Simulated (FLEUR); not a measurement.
Computed results, one entry a study.

```cif
data_vclo
_symmetry_space_group_name_H-M 'Pmmn:1'
_symmetry_Int_Tables_number 59
_cell_length_a 3.3000
_cell_length_b 3.7800
_cell_length_c 7.9100
_cell_angle_alpha 90.000
_cell_angle_beta 90.000
_cell_angle_gamma 90.000
_cell_volume 98.67
loop_
_atom_site_label
_atom_site_type_symbol
_atom_site_symmetry_multiplicity
_atom_site_Wyckoff_symbol
_atom_site_fract_x
_atom_site_fract_y
_atom_site_fract_z
_atom_site_occupancy
V1 V 2 b 0.00000 0.50000 0.11480 1
Cl1 Cl 2 a 0.50000 0.50000 0.32790 1
O1 O 2 a 0.50000 0.50000 0.95420 1
_calc_subject 'Collinear magnetic orders of VClO with FLEUR'
_calc_method 'PBEsol with U = 3.2 eV on V d; all-electron FLAPW, Dirac cores, scalar-relativistic bands'
_calc_program 'FLEUR MaX-R8.1'
_calc_settings_of_one_run 'kmax 4.4 1/bohr, gmax 13.2 1/bohr, muffin tin radii V: 2.32, Cl: 2.03, O: 1.31 bohr, lmax V: [8, 6], Cl: [8, 6], O: [6, 4], hist occupations, smearing width 0.05 eV, mixer Anderson, mixing 0.05, max iterations 130, stop 0.0001 me/bohr³, collinear spin, 6×6×6 k-mesh, double counting FLL, mesh matched on, starting moments 2 2 0 0 0 0 μB'
_calc_cost '2 runs, 11 min in all on 4 MPI ranks of AMD EPYC 7R13 (Zen 3), shared host (the runs of this entry)'
_calc_notes 'The run is spin-polarised, with a total moment of 4.00 μB a cell. This is the lowest of 2 finished starts, no proof of the ground state.'
_calc_lowest_state_found 'ferromagnetic (initial ferro ++)'
_calc_largest_site_spin_moment '1.87 μB'
_calc_next_finished_state 'antiferromagnetic, 12.9 meV a seeded atom higher'
```

[Logs and program files are shortened in this print: banners, set-up blocks, solver, clock and traceback lines can be left out without a mark of their own.]

[Logs are printed without paths, hosts, clocks, repeated set-up lines and the standing remarks that a program may print on its own settings, such as how far it seeks lower states.]

[Hosts, paths, dates, database ids (printed as entryN), source tags and the programs' standing remarks are cut or masked in the printed files.]

[Where a cell is said to come from a database of computed structures, the database is the Materials Project.]
